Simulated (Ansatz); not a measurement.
# MgTiS3 in Pmc2_1, a phase reached by a soft mode: following an unstable mode, part 2 of 3

Which phase does MgTiS3 in Pmc2_1, a phase reached by a soft mode fall into along its unstable mode, and how much energy does it gain?

Ansatz 0.2.0; DFT PBE, scalar-relativistic, plane waves, PAW; PAW set soft_1.

So far. Step 4 (The mode frozen in, largest atomic shift 0.08 Å): The run ends at a pressure of -0.03 GPa, with forces up to 0.011 eV/Å.

The structure was built from a prototype and need not be the compound's stable phase.

## 5. Energy along the mode, all amplitudes (two of the runs are shown above)

An imaginary frequency means negative curvature, so the energy should fall and then rise again as anharmonic terms take over.

This step gave:

- depth at the lowest point sampled: 0.032 meV/atom
- largest atomic shift at that point: 0.08 Å

Energy from the parent against largest atomic shift:

```csv
largest atomic shift (Å),energy from the parent (meV/atom)
0.000,0
0.040,-0.01
0.080,-0.032
0.140,-0.028
0.220,0.276
0.320,1.78
0.450,7.13
```

Displacement at unit largest shift by atom:

```csv
atom,x (Å),y (Å),z (Å),size
Mg1,0.37,0.00,0.00,0.37
Mg2,-0.37,0.00,0.00,0.37
Ti3,-0.17,0.00,0.00,0.17
Ti4,0.17,0.00,0.00,0.17
S5,-1.00,0.00,0.00,1.00
S6,-0.37,0.00,0.00,0.37
S7,1.00,0.00,0.00,1.00
S8,0.37,0.00,0.00,0.37
S9,0.00,0.00,0.00,0.00
S10,0.00,0.00,0.00,0.00
```

The lowest of the steps tried is at 0.08 Å, 0.032 meV/atom below the parent; the bottom of the well need not coincide with a step.

## 6. Relaxing from the distorted cell

Starting from the lowest point found, all atoms and the cell are let go, so that strain and other modes of the same symmetry can join in.

input.yaml reads:

```yaml
crystal:
  lattice:
    - [4.1783628132, 0.0, 0.0]
    - [0.0, 8.2114531598, 0.0]
    - [0.0, 0.0, 6.3926448481]
  atoms:
    - { symbol: Mg, position: [0.0070407163, 0.1196638196, 0.9636330595] }
    - { symbol: Mg, position: [-0.0070407163, 0.8803361804, 0.4636330595] }
    - { symbol: Ti, position: [0.496692161, 0.314061446, 0.4725833879] }
    - { symbol: Ti, position: [0.503307839, 0.685938554, 0.9725833879] }
    - { symbol: S, position: [0.480853745, 0.5513944136, 0.3112828426] }
    - { symbol: S, position: [0.4928806573, 0.8453108417, 0.6653930663] }
    - { symbol: S, position: [0.519146255, 0.4486055864, 0.8112828426] }
    - { symbol: S, position: [0.5071193427, 0.1546891583, 0.1653930663] }
    - { symbol: S, position: [-4.74154e-05, 0.1852338109, 0.5786552645] }
    - { symbol: S, position: [4.74154e-05, 0.8147661891, 0.0786552645] }
kpoints:
  mp_grid: { grid: [6, 4, 4] }
hamiltonian:
  xc: pbe
  pseudopotentials: { kind: paw, azcp: { folder: soft_1 } }
scf:
  occupations: { method: fixed }
output:
  forces: true
  stress: true
  eigenvalues: true
relax:
  adjacent_minimum: "off"
  f_tol: 0.002
  max_steps: 120
  cell: { stress_tol: 0.03 }
```

The run is started by

```sh
$ ansatz run input.yaml --threads 4 --pin off --max-ram 16384MiB --backend cpu --events-out ev --progress --plain --runs-dir out
```

Numbers of over 12 decimals in the logs are rounded to 6 here.

Output:

```text
[...]
Crystal: 10 atoms, lattice volume = 219.334 Å³
Basis set: ecut = 420 eV, 4291 PW (Γ), exchange–correlation on 60×120×90 points (8 copies of the dense FFT grid, shifted against one another)
Bands: 50, of which v1, the nominal top of the filled ones, is band 40 counted from 1 (39 counted from 0)
Symmetry: 2 space group operations
[...]
k-points: 42 of 96 (time reversal used)
[...]
SCF iter   1: F=—  HF=-14271.960573 eV  |F-HF|=—  |Δ(HF+E_count)|=         —  Δρ=5.01e-2  dr2=9.34e0  ethr=3.10e-3  ⟨swp⟩=5.5  Hψ=7813  notcnv=0  defer=285
[...]
SCF iter  11: F=-14270.656964 eV  HF=-14270.656964 eV  |F-HF|=3.67e-10  |Δ(HF+E_count)|=   7.55e-8  Δρ=2.36e-6  dr2=1.75e-8  ethr=1.25e-10  ⟨swp⟩=13.8  Hψ=11480  notcnv=0
SCF 1 converged in 11 iterations: F = -14270.656964 eV  dr2 = 1.75e-8
[...]
relax step   1: F+E_penalty+E_count = -14270.65696412 eV  Δ(F+E_penalty+E_count) = +0.000e0 eV  max|allowed force component| = 1.090e-2 eV/Å  Δτ_max = 0.0000 Å  P = -0.032 GPa  Ω = 219.334 Å³  (11 SCF iters, dr2 threshold 1.00e-7 eV, accepted)
Crystal: 10 atoms, lattice volume = 219.324 Å³
Basis set: ecut = 420 eV, 4293 PW (Γ), exchange–correlation on 60×120×90 points (8 copies of the dense FFT grid, shifted against one another)
[...]
iter 1 solved again at ethr=4.74e-7 eV; its pass at ethr=3.10e-3 eV (dr2=3.79e-4 eV) is discarded
[...]
SCF iter   6: F=-14270.658625 eV  HF=-14270.658625 eV  |F-HF|=7.68e-9  |Δ(HF+E_count)|=   6.19e-8  Δρ=2.63e-6  dr2=2.05e-8  ethr=1.51e-10  ⟨swp⟩=12.2  Hψ=10482  notcnv=0
SCF 2 converged in 6 iterations: F = -14270.658625 eV  dr2 = 2.05e-8
relax step   2: F+E_penalty+E_count = -14270.65862522 eV  Δ(F+E_penalty+E_count) = -1.661e-3 eV  max|allowed force component| = 1.879e-2 eV/Å  Δτ_max = 0.0066 Å  P = -0.009 GPa  Ω = 219.324 Å³  energy of the carried Pulay correction = +1.061e-6 eV  (6 SCF iters, dr2 threshold 1.21e-7 eV, accepted)
Crystal: 10 atoms, lattice volume = 219.223 Å³
[...]
SCF iter   7: F=-14270.660660 eV  HF=-14270.660660 eV  |F-HF|=7.93e-10  |Δ(HF+E_count)|=   8.45e-8  Δρ=2.12e-6  dr2=1.52e-8  ethr=3.02e-11  ⟨swp⟩=12.4  Hψ=11051  notcnv=0
SCF 3 converged in 7 iterations: F = -14270.660660 eV  dr2 = 1.52e-8
relax step   3: F+E_penalty+E_count = -14270.66066042 eV  Δ(F+E_penalty+E_count) = -2.035e-3 eV  max|allowed force component| = 3.646e-2 eV/Å  Δτ_max = 0.0251 Å  P = -0.001 GPa  Ω = 219.223 Å³  energy of the carried Pulay correction = +1.161e-5 eV  (7 SCF iters, dr2 threshold 2.41e-8 eV, accepted)
[... from here on, the SCF cycles and remarks between the steps are left out ...]
relax step   4: F+E_penalty+E_count = -14270.67581404 eV  Δ(F+E_penalty+E_count) = -1.515e-2 eV  max|allowed force component| = 2.538e-1 eV/Å  Δτ_max = 0.1987 Å  P = -0.379 GPa  Ω = 218.795 Å³  energy of the carried Pulay correction = +5.630e-5 eV  (8 SCF iters, dr2 threshold 8.31e-8 eV, accepted)
relax step   5: F+E_penalty+E_count = -14270.64802783 eV  Δ(F+E_penalty+E_count) = +2.779e-2 eV  max|allowed force component| = 9.873e-1 eV/Å  Δτ_max = 0.1957 Å  P = +0.748 GPa  Ω = 216.470 Å³  energy of the carried Pulay correction = +3.007e-4 eV  (8 SCF iters, dr2 threshold 1.00e-6 eV, rejected (line search))
relax step   6: F+E_penalty+E_count = -14270.69848893 eV  Δ(F+E_penalty+E_count) = -2.267e-2 eV  max|allowed force component| = 4.132e-2 eV/Å  Δτ_max = 0.0956 Å  P = -0.150 GPa  Ω = 218.264 Å³  energy of the carried Pulay correction = +1.119e-4 eV  (12 SCF iters, accepted)
relax step   7: F+E_penalty+E_count = -14270.71410168 eV  Δ(F+E_penalty+E_count) = -1.561e-2 eV  max|allowed force component| = 5.014e-2 eV/Å  Δτ_max = 0.1000 Å  P = -0.185 GPa  Ω = 217.612 Å³  energy of the carried Pulay correction = +1.803e-4 eV  (7 SCF iters, dr2 threshold 2.85e-7 eV, accepted)
relax step   8: F+E_penalty+E_count = -14270.73263033 eV  Δ(F+E_penalty+E_count) = -1.853e-2 eV  max|allowed force component| = 1.099e-1 eV/Å  Δτ_max = 0.1440 Å  P = -0.014 GPa  Ω = 216.858 Å³  energy of the carried Pulay correction = +2.596e-4 eV  (8 SCF iters, dr2 threshold 3.05e-7 eV, accepted)
relax step   9: F+E_penalty+E_count = -14270.72442925 eV  Δ(F+E_penalty+E_count) = +8.201e-3 eV  max|allowed force component| = 3.637e-1 eV/Å  Δτ_max = 0.1950 Å  P = -0.798 GPa  Ω = 215.435 Å³  energy of the carried Pulay correction = +4.103e-4 eV  (8 SCF iters, dr2 threshold 7.54e-7 eV, rejected (line search))
relax step  10: F+E_penalty+E_count = -14270.75350889 eV  Δ(F+E_penalty+E_count) = -2.088e-2 eV  max|allowed force component| = 6.816e-2 eV/Å  Δτ_max = 0.0951 Å  P = -0.047 GPa  Ω = 215.870 Å³  energy of the carried Pulay correction = +3.642e-4 eV  (12 SCF iters, accepted)
relax step  11: F+E_penalty+E_count = -14270.77281495 eV  Δ(F+E_penalty+E_count) = -1.931e-2 eV  max|allowed force component| = 6.108e-2 eV/Å  Δτ_max = 0.0989 Å  P = -0.138 GPa  Ω = 214.848 Å³  energy of the carried Pulay correction = +4.727e-4 eV  (8 SCF iters, dr2 threshold 2.93e-7 eV, accepted)
relax step  12: F+E_penalty+E_count = -14270.84211488 eV  Δ(F+E_penalty+E_count) = -6.930e-2 eV  max|allowed force component| = 1.620e-1 eV/Å  Δτ_max = 0.1464 Å  P = -0.325 GPa  Ω = 212.362 Å³  energy of the carried Pulay correction = +7.388e-4 eV  (8 SCF iters, dr2 threshold 5.16e-7 eV, accepted)
relax step  13: F+E_penalty+E_count = -14271.06130472 eV  Δ(F+E_penalty+E_count) = -2.192e-1 eV  max|allowed force component| = 2.878e-1 eV/Å  Δτ_max = 0.1952 Å  P = -0.602 GPa  Ω = 208.031 Å³  energy of the carried Pulay correction = +1.210e-3 eV  (8 SCF iters, dr2 threshold 1.00e-6 eV, accepted)
relax step  14: F+E_penalty+E_count = -14271.40501754 eV  Δ(F+E_penalty+E_count) = -3.437e-1 eV  max|allowed force component| = 2.550e-1 eV/Å  Δτ_max = 0.1961 Å  P = -0.480 GPa  Ω = 202.441 Å³  energy of the carried Pulay correction = +1.832e-3 eV  (8 SCF iters, dr2 threshold 1.00e-6 eV, accepted)
relax step  15: F+E_penalty+E_count = -14271.58611205 eV  Δ(F+E_penalty+E_count) = -1.811e-1 eV  max|allowed force component| = 5.615e-1 eV/Å  Δτ_max = 0.1948 Å  P = +1.245 GPa  Ω = 196.751 Å³  energy of the carried Pulay correction = +2.483e-3 eV  (8 SCF iters, dr2 threshold 1.00e-6 eV, accepted)
relax step  16: F+E_penalty+E_count = -14271.80021562 eV  Δ(F+E_penalty+E_count) = -2.141e-1 eV  max|allowed force component| = 3.684e-1 eV/Å  Δτ_max = 0.1926 Å  P = +0.524 GPa  Ω = 196.164 Å³  energy of the carried Pulay correction = +2.551e-3 eV  (7 SCF iters, dr2 threshold 1.00e-6 eV, accepted)
[...]
relax step  19: F+E_penalty+E_count = -14271.98192063 eV  Δ(F+E_penalty+E_count) = -3.081e-2 eV  max|allowed force component| = 8.034e-2 eV/Å  Δτ_max = 0.0530 Å  P = -0.375 GPa  Ω = 196.119 Å³  energy of the carried Pulay correction = +2.556e-3 eV  (12 SCF iters, accepted)
relax step  20: F+E_penalty+E_count = -14271.98789898 eV  Δ(F+E_penalty+E_count) = -5.978e-3 eV  max|allowed force component| = 1.172e-1 eV/Å  Δτ_max = 0.0173 Å  P = -0.105 GPa  Ω = 195.800 Å³  energy of the carried Pulay correction = +2.593e-3 eV  (6 SCF iters, dr2 threshold 1.00e-6 eV, accepted)
relax step  21: F+E_penalty+E_count = -14271.99123009 eV  Δ(F+E_penalty+E_count) = -3.331e-3 eV  max|allowed force component| = 3.730e-2 eV/Å  Δτ_max = 0.0241 Å  P = -0.006 GPa  Ω = 195.422 Å³  energy of the carried Pulay correction = +2.637e-3 eV  (6 SCF iters, dr2 threshold 8.58e-7 eV, accepted)
relax step  22: F+E_penalty+E_count = -14271.99185809 eV  Δ(F+E_penalty+E_count) = -6.280e-4 eV  max|allowed force component| = 1.855e-2 eV/Å  Δτ_max = 0.0096 Å  P = +0.012 GPa  Ω = 195.524 Å³  energy of the carried Pulay correction = +2.626e-3 eV  (6 SCF iters, dr2 threshold 8.70e-8 eV, accepted)
relax step  23: F+E_penalty+E_count = -14271.99204466 eV  Δ(F+E_penalty+E_count) = -1.866e-4 eV  max|allowed force component| = 1.721e-2 eV/Å  Δτ_max = 0.0146 Å  P = +0.036 GPa  Ω = 195.372 Å³  energy of the carried Pulay correction = +2.643e-3 eV  (7 SCF iters, dr2 threshold 2.15e-8 eV, accepted)
relax step  24: F+E_penalty+E_count = -14271.99224403 eV  Δ(F+E_penalty+E_count) = -1.994e-4 eV  max|allowed force component| = 7.177e-3 eV/Å  Δτ_max = 0.0073 Å  P = +0.004 GPa  Ω = 195.490 Å³  energy of the carried Pulay correction = +2.629e-3 eV  (6 SCF iters, dr2 threshold 3.42e-8 eV, accepted)
relax step  25: F+E_penalty+E_count = -14271.99227796 eV  Δ(F+E_penalty+E_count) = -3.394e-5 eV  max|allowed force component| = 4.111e-3 eV/Å  Δτ_max = 0.0042 Å  P = +0.004 GPa  Ω = 195.534 Å³  energy of the carried Pulay correction = +2.624e-3 eV  (7 SCF iters, dr2 threshold 3.22e-9 eV, accepted)
relax step  26: F+E_penalty+E_count = -14271.99230337 eV  Δ(F+E_penalty+E_count) = -2.541e-5 eV  max|allowed force component| = 4.029e-3 eV/Å  Δτ_max = 0.0026 Å  P = -0.012 GPa  Ω = 195.499 Å³  energy of the carried Pulay correction = +2.629e-3 eV  (6 SCF iters, dr2 threshold 2.52e-9 eV, accepted)
relax step  27: F+E_penalty+E_count = -14271.99231685 eV  Δ(F+E_penalty+E_count) = -1.348e-5 eV  max|allowed force component| = 1.699e-3 eV/Å  Δτ_max = 0.0015 Å  P = +0.002 GPa  Ω = 195.482 Å³  energy of the carried Pulay correction = +2.630e-3 eV  (6 SCF iters, dr2 threshold 1.01e-9 eV, accepted)
relax step  28: F+E_penalty+E_count = -14271.99671843 eV  Δ(F+E_penalty+E_count) = -4.402e-3 eV  max|allowed force component| = 2.082e-3 eV/Å  Δτ_max = 0.0000 Å  P = +0.063 GPa  Ω = 195.482 Å³  stress off target by 1.72e-1 GPa  SCF on the basis re-selected at this cell (its energy is not comparable with the rows above)  (9 SCF iters)
relax step  29: F+E_penalty+E_count = -14271.99685605 eV  Δ(F+E_penalty+E_count) = -1.376e-4 eV  max|allowed force component| = 8.304e-3 eV/Å  Δτ_max = 0.0031 Å  P = +0.002 GPa  Ω = 195.640 Å³  energy of the carried Pulay correction = -1.786e-5 eV  (6 SCF iters, dr2 threshold 7.40e-8 eV, accepted)
relax step  30: F+E_penalty+E_count = -14271.99689732 eV  Δ(F+E_penalty+E_count) = -4.128e-5 eV  max|allowed force component| = 2.613e-3 eV/Å  Δτ_max = 0.0025 Å  P = +0.001 GPa  Ω = 195.639 Å³  energy of the carried Pulay correction = -1.790e-5 eV  (6 SCF iters, dr2 threshold 4.31e-9 eV, accepted)
relax step  31: F+E_penalty+E_count = -14271.99689938 eV  Δ(F+E_penalty+E_count) = -2.058e-6 eV  max|allowed force component| = 8.471e-4 eV/Å  Δτ_max = 0.0006 Å  P = -0.000 GPa  Ω = 195.644 Å³  energy of the carried Pulay correction = -1.854e-5 eV  (6 SCF iters, dr2 threshold 4.27e-10 eV, accepted)
[...]
SCF iter   1: F=—  HF=-14271.996783 eV  |F-HF|=—  |Δ(HF+E_count)|=         —  Δρ=4.83e-5  dr2=1.20e-7  ethr=1.06e-6  ⟨swp⟩=4.0  Hψ=13229  notcnv=0  defer=335
eigensolver tolerance schedule: the retry pair's looser diagonalisation over-reported the residual by 7059.99 of it (diagonalisation noise at an unbounded share of the residual, at the tolerance the schedule requests for it); recorded, not acted on — ethr = c·dr2/N_el stays at c = 1.0e-1
[...]
SCF iter   2: F=—  HF=-14271.996893 eV  |F-HF|=—  |Δ(HF+E_count)|=   1.10e-4  Δρ=2.46e-5  dr2=7.04e-8  ethr=1.50e-10  ⟨swp⟩=4.0  Hψ=5526  notcnv=0  defer=316
[...]
SCF iter   6: F=-14271.996917 eV  HF=-14271.996917 eV  |F-HF|=7.28e-12  |Δ(HF+E_count)|=  8.00e-11  Δρ=2.79e-8  dr2=2.41e-12  ethr=1.00e-12  ⟨swp⟩=13.3  Hψ=11663  notcnv=0
SCF 32 converged in 6 iterations: F = -14271.996917 eV  dr2 = 2.41e-12
relax step  32: F+E_penalty+E_count = -14271.99691658 eV  Δ(F+E_penalty+E_count) = -1.720e-5 eV  max|allowed force component| = 8.411e-4 eV/Å  Δτ_max = 0.0000 Å  P = -0.000 GPa  Ω = 195.644 Å³  stress off target by 2.17e-3 GPa  SCF on the basis re-selected at this cell (its energy is not comparable with the rows above)  (6 SCF iters)
[...]
SCF converged after 6 iterations
Free energy (F): -14271.996917 eV
[...]
Internal energy: -14271.996917 eV  (E = F + TS)
E sigma→0 (E₀):  -14271.996917 eV
Fermi energy:    6.493619 eV
[...]
--- Forces (eV/Å), atoms counted from 1 ---
  atom   1  Mg     0.00018503     0.00009479    -0.00046713
  atom   2  Mg    -0.00018503    -0.00009479    -0.00046713
  atom   3  Ti    -0.00032588    -0.00054651     0.00068050
  atom   4  Ti     0.00032588     0.00054651     0.00068050
  atom   5  S      0.00064518     0.00083838    -0.00073034
  atom   6  S     -0.00004488     0.00048341    -0.00032363
  atom   7  S     -0.00064518    -0.00083838    -0.00073034
  atom   8  S      0.00004488    -0.00048341    -0.00032363
  atom   9  S     -0.00009929    -0.00057659     0.00084122
  atom  10  S      0.00009929     0.00057659     0.00084122
  max |Σ_I F_I| component: 1.23e-6 eV/Å
--- Stress (GPa, compression-positive) ---
       -0.000116      -0.000029       0.000000
       -0.000029      -0.002171       0.000000
        0.000000       0.000000       0.000926
  P = ⅓ Tr σ = -0.0005 GPa (-0.005 kbar)
--- Band table (eV; the first three rows and the last of 42) ---
  k-point 0: bands = [... 36 lower, 6.1076, 6.3579, 6.3739, 6.4936, 7.1106, 7.2983, 7.7877, 7.9045, ... 6 higher]
  k-point 1: bands = [... 36 lower, 5.6292, 6.0980, 6.2102, 6.2841, 7.1791, 7.2944, 7.8518, 7.8940, ... 6 higher]
  k-point 2: bands = [... 36 lower, 5.7327, 5.7327, 5.9020, 5.9020, 7.2554, 7.2554, 7.8966, 7.8966, ... 6 higher]
  k-point 41: bands = [... 36 lower, 5.2030, 5.2030, 5.6751, 5.6751, 7.4161, 7.4161, 8.1746, 8.1746, ... 6 higher]
--- Relaxed structure (30 steps of the walk, 27 accepted, 2 SCFs on fresh bases) ---
  F+E_penalty+E_count = -14271.99691658 eV   max|allowed force component| = 8.411e-4 eV/Å   (the final SCF, on the basis selected at the relaxed cell)
  cell:  # Å, volume = 195.6435 Å³
    - [3.475368, -0.382106, 0.0]
    - [-0.750927, 9.213617, 0.0]
    - [0.0, 0.0, 6.165151]
  atoms:
    - { symbol: Mg, position: [0.00895657, 0.018989, 0.942483] }
    - { symbol: Mg, position: [-0.00895657, 0.981011, 0.442483] }
    - { symbol: Ti, position: [0.641286, 0.335803, 0.436077] }
    - { symbol: Ti, position: [0.358714, 0.664197, 0.936077] }
    - { symbol: S, position: [0.232611, 0.456246, 0.240628] }
    - { symbol: S, position: [0.443315, 0.884719, 0.708723] }
    - { symbol: S, position: [0.767389, 0.543754, 0.740628] }
    - { symbol: S, position: [0.556685, 0.115281, 0.208723] }
    - { symbol: S, position: [0.120047, 0.229584, 0.663637] }
    - { symbol: S, position: [-0.120047, 0.770416, 0.163637] }
```

Wall time 6.7 min (4 threads of Arm Neoverse V1, shared host); peak memory 0.88 GiB.

The steps of the relaxation (22 of 32):

```csv
step,energy less that of the first step (eV),largest force component (eV/Å),pressure (GPa),volume (Å³)
1,0.0000,0.0109,-0.03,219.33
2,-0.0017,0.0188,-0.01,219.32
4,-0.0189,0.2538,-0.38,218.80
5,0.0089,0.9873,0.75,216.47
7,-0.0571,0.0501,-0.18,217.61
8,-0.0757,0.1099,-0.01,216.86
10,-0.0965,0.0682,-0.05,215.87
11,-0.1159,0.0611,-0.14,214.85
13,-0.4043,0.2878,-0.60,208.03
14,-0.7481,0.2550,-0.48,202.44
16,-1.1433,0.3684,0.52,196.16
17,-1.2941,0.1814,0.23,194.13
19,-1.3250,0.0803,-0.38,196.12
20,-1.3309,0.1172,-0.10,195.80
22,-1.3349,0.0186,0.01,195.52
23,-1.3351,0.0172,0.04,195.37
25,-1.3353,0.0041,0.00,195.53
26,-1.3353,0.0040,-0.01,195.50
28*,-1.3398,0.0021,0.06,195.48
29,-1.3399,0.0083,0.00,195.64
31,-1.3399,0.0008,0.00,195.64
32*,-1.3400,0.0008,0.00,195.64
```

Relaxation steps marked * repeat the geometry before them on a plane-wave basis chosen anew for their cell, so energy and pressure can jump there. Other such steps can lie between the rows shown. Relaxation steps 5, 9, 18 were tried and not accepted.

The run keeps the 2 symmetry operations that it works with, so distortions that break them were not tested.

```csv
cell as run,before,after,change
a (Å),4.178,3.496,-16.3 %
b (Å),8.211,9.244,+12.6 %
c (Å),6.393,6.165,-3.6 %
γ (°),90.00,100.93,+12.1 %
volume (Å³/atom),21.93,19.56,-10.8 %
```

The atoms that moved most (Å, as changes of fractional coordinates times the final cell):

```csv
atom,dx,dy,dz,length
S7,0.791,0.782,-0.436,1.195
S5,-0.791,-0.782,-0.436,1.195
Mg2,-0.082,0.928,-0.130,0.941
Mg1,0.082,-0.928,-0.130,0.941
S9,0.384,0.363,0.524,0.744
S10,-0.384,-0.363,0.524,0.744
Ti4,-0.486,-0.145,-0.225,0.555
Ti3,0.486,0.145,-0.225,0.555
```

This step gave:

```
pressure          : -4.54e-4 GPa
gap on the k-mesh : 0.6169 eV
volume per atom   : 19.56 Å³
```

The distorted start has space group P2_1; the relaxation ends in P2_1.

[end of part 2 of 3]

[Logs are printed without paths, hosts, clocks, repeated set-up lines and the standing remarks that a program may print on its own settings, such as how far it seeks lower states.]

[Hosts, paths, dates, database ids (printed as entryN), source tags and the programs' standing remarks are cut or masked in the printed files.]
